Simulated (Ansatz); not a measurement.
# Amorphous Si: valence band and core levels, part 6 of 7

Wanted: XPS lines and valence band of amorphous Si, from a random start taken through short hot and cool dynamics.

Ansatz 0.2.0; DFT, LDA, plane-wave PAW, default files, scalar-relativistic.

So far. Step 5 (Dynamics at 300 K): Beyond half the shortest lattice vector, 4.2 Å, g(r) counts periodic images.

## 7. Valence states (continued)

This run's widths, added to any smearing of the DOS itself: Gaussian 0.15 eV, Lorentzian 0.1 eV plus 0.05 an eV of depth. The intensity by binding energy, zero at the valence-band maximum; values in % of the maximum within 13 eV:

```
binding energy (eV)  21.2 eV  40.8 eV  250 eV  1486.7 eV  9251.7 eV
                 -1     2.11     2.20    2.25       2.08       1.51
                  0     40.7     41.2    41.5       34.9       22.8
                  1     99.5     99.5    99.5       78.1       46.8
                  2     87.3     87.3    87.3       68.5       41.0
                  3     93.2     94.0    94.5       77.6       49.4
                  4     78.0     80.4    81.9       75.0       53.9
                  5     58.2     62.7    65.5       71.4       59.7
                  6     45.1     51.1    54.7       69.1       63.4
                  7     45.0     53.3    58.3       82.2       79.9
                  8     46.8     56.8    62.9       93.5       93.2
                  9     41.2     50.7    56.3       84.7       84.9
                 10     36.1     45.7    51.0       78.3       79.2
                 11     24.8     37.6    42.1       65.6       66.8
                 12        -     27.8    31.5       51.5       53.4
                 13        -     9.35    10.7       18.0       18.9
                 14        -     2.63    2.96       4.70       4.82
```

Maxima picked by a test of local sharpness, so broad peaks and shoulders can be missing; peaks within 0.45 eV of a curve's cut are left out. Valence peaks, by row:

```
photon energy (eV)  binding energy (eV)  height (% of the maximum within 13 eV)  main shell  its share (%)
              21.2                10.14                                   36.83       Si 3s          52.09
              21.2                8.335                                   49.32       Si 3p          51.15
              21.2                6.435                                    48.5       Si 3p          61.56
              21.2                2.835                                   96.34       Si 3p          89.85
              21.2                2.185                                   93.08       Si 3p          90.78
              21.2                1.035                                     100       Si 3p          90.93
              40.8                11.89                                   28.46       Si 3s           69.5
              40.8                10.19                                   46.96       Si 3s          63.39
              40.8                8.335                                   60.24       Si 3s          60.03
              40.8                6.485                                   56.33       Si 3s          50.11
              40.8                2.835                                   96.88       Si 3p          84.91
              40.8                2.185                                   93.12       Si 3p          86.23
              40.8               0.9851                                     100       Si 3p          86.24
               250                11.89                                    32.2       Si 3s          73.92
               250                10.19                                   52.46       Si 3s          68.29
               250                8.335                                   66.81       Si 3s          65.13
               250                6.485                                   61.16       Si 3s          55.54
               250                5.185                                   65.59       Si 3p          59.16
               250                2.835                                   97.18       Si 3p           81.9
               250                2.185                                   93.13       Si 3p          83.44
               250               0.9851                                     100       Si 3p          83.44
              1487                11.89                                   52.33       Si 3s          91.27
              1487                10.19                                   80.95       Si 3s          88.82
              1487                8.335                                     100       Si 3s          87.33
              1487                6.535                                   83.06       Si 3s          82.48
              1487                5.285                                   75.69       Si 3s          72.91
              1487                4.635                                   72.77       Si 3s          64.22
              1487                3.585                                   77.45       Si 3s          50.46
              1487                2.885                                   78.69       Si 3p          54.62
              1487                2.185                                   73.22       Si 3p          57.72
              1487               0.9851                                   78.61       Si 3p          57.73
              9252                11.94                                    54.2       Si 3s          98.13
              9252                10.19                                   82.02       Si 3s          97.52
              9252                8.335                                     100       Si 3s          97.15
              9252                6.535                                   79.48       Si 3s          95.88
              9252                5.285                                   66.01       Si 3s          93.01
              9252                3.935                                   54.15       Si 3s          85.77
              9252                2.185                                   43.95       Si 3s          78.36
              9252               0.9351                                   47.28       Si 3s          78.63
              9252               0.5351                                   46.59       Si 3s          80.34
```

Shapes are the site's partial DOS without matrix elements, which overweights lines from ligand s bands. Table of intensity by emission energy less the core level's binding energy, zero at the valence-band maximum; read off at these points; values in % of the unpolarised maximum:

```
emission energy less the core level's binding energy (eV)  Si K-beta  Si K-beta, E along x  Si K-beta, E along y  Si K-beta, E along z  Si L2,3
                                                    -14.0       2.04                  2.09                  2.02                  2.01     4.41
                                                    -13.0       4.61                  4.72                  4.56                  4.55     19.5
                                                    -12.0       10.9                  11.1                  10.9                  10.8     53.3
                                                    -11.0       17.5                  18.2                  17.7                  16.6     67.6
                                                    -10.0       22.4                  23.7                  22.3                  21.2     80.2
                                                     -9.0       27.0                  27.6                  27.2                  26.2     86.7
                                                     -8.0       31.4                  31.7                  30.5                  32.1     95.4
                                                     -7.0       34.3                  37.5                  32.2                  33.2     80.9
                                                     -6.0       41.0                  41.1                  40.9                  41.0     63.6
                                                     -5.0       57.6                  59.3                  58.1                  55.5     57.9
                                                     -4.0       81.4                  81.2                  78.4                  84.6     47.9
                                                     -3.0       99.0                  99.7                  97.7                  99.5     41.3
                                                     -2.8       99.9                   101                  99.0                   100     39.5
                                                     -2.0       95.5                  93.0                  94.3                  99.3     32.6
                                                     -1.0       98.7                  91.8                  97.7                   107     37.3
                                                      0.0       48.0                  46.1                  45.3                  52.7     19.1
                                                      1.0       7.72                  7.43                  7.45                  8.27    0.847
```

Window up to 3.6 eV. Shell moments, by row:

```
element  shell  occupied states an atom  centre of occupied part (eV)  rms width of occupied part (eV)  centre up to the window's top (eV)  rms width up to the window's top (eV)
     Si     3s                    1.288                        -7.303                            3.262                               -5.49                                  4.725
     Si     3p                    2.645                        -4.093                             3.04                              -2.227                                  3.852
```

Shapes are the site's partial DOS without matrix elements, which overweights lines from ligand s bands. Emission peaks, by row:

```
                line  energy (eV)  height (%)
           Si K-beta       -2.735         100
           Si K-beta       -1.035       98.94
Si K-beta, E along x       -2.735       100.7
Si K-beta, E along x      -0.9851       91.89
Si K-beta, E along y       -8.285       30.79
Si K-beta, E along y       -2.785       99.13
Si K-beta, E along y       -1.185          99
Si K-beta, E along z      -0.9851       106.7
             Si L2,3       -11.89       54.11
             Si L2,3       -10.24       82.39
             Si L2,3       -8.335         100
             Si L2,3       -5.335       61.96
             Si L2,3      -0.6851       39.18
```

Broadened DOS, unweighted empty DOS against E, zero at the valence-band maximum; read off at these points:

```
E (eV)  broadened DOS, unweighted empty DOS (states/eV/cell)
 -0.96                                                     0
 -0.86                                                7.7e-5
 -0.76                                                5.5e-4
 -0.66                                               0.00322
 -0.56                                                0.0152
 -0.46                                                0.0587
 -0.36                                                 0.186
 -0.16                                                  1.06
 -0.06                                                  1.96
  0.04                                                  3.13
  0.14                                                  4.44
  0.24                                                  5.75
  0.34                                                  6.95
  0.44                                                  8.03
  0.54                                                  8.98
  0.64                                                  9.81
  0.74                                                  10.6
  0.84                                                  11.2
  0.94                                                  11.8
  1.14                                                  12.5
  1.24                                                  12.7
  1.34                                                  13.0
  1.44                                                  13.4
  1.54                                                  14.1
  1.64                                                  14.9
  1.74                                                  15.8
  1.84                                                  16.5
  1.94                                                  16.8
  2.04                                                  16.7
  2.14                                                  16.5
  2.24                                                  16.2
  2.44                                                  15.9
  2.54                                                  15.8
  2.64                                                  15.6
  2.74                                                  15.4
  2.84                                                  15.3
  2.94                                                  15.4
  3.04                                                  15.8
```

Recipe: projected DOS times atomic cross section and asymmetry factor (unpolarised light, 45° from the beam), occupied states only, Fermi edge at 300 K, a Lorentzian width of 0.1 eV growing by 0.05 eV per eV of binding energy, and a resolution of 0.15 eV. Curves are cut 10 eV under the photon energy, above any shell that the free atom's threshold puts out of reach, or at the lower edge of the window: 11.2 eV at 21.2 eV, 14.8 eV at 40.8 eV, 14.8 eV at 250 eV, 14.8 eV at 1486.7 eV and 14.8 eV at 9251.7 eV. Matrix elements of the solid and inelastic losses aren't modelled, nor non-dipole terms, which matter above 3 keV.

Share of each shell in the spectrum's area (%), by photon energy:

```
shell  21.2 eV  40.8 eV  250 eV  1486.7 eV  9251.7 eV
Si 3s     24.2     35.5    40.6       71.6       92.6
Si 3p     75.8     64.5    59.4       28.4        7.4
```

Cross sections used, in Mb an electron:

```
shell  21.2 eV  40.8 eV  250 eV  1486.7 eV  9251.7 eV
Si 3s     0.13     0.19   0.018     5.3e-4     4.8e-6
Si 3p     0.15     0.14   0.012     8.8e-5     1.4e-7
```

The largest force component on a free atom is 0.037 eV/Å, a little over the usual target of 0.03 eV/Å.

(Part 6 of 7 ends here.)

[Logs are printed without paths, hosts, clocks, repeated set-up lines and the standing remarks that a program may print on its own settings, such as how far it seeks lower states.]

[Hosts, paths, dates, database ids (printed as entryN), source tags and the programs' standing remarks are cut or masked in the printed files.]

[Maps of the electrostatic potential energy from Ansatz leave out the sawtooth potential of an applied field or a dipole correction, so their vacuum need not be flat; work functions include it.]
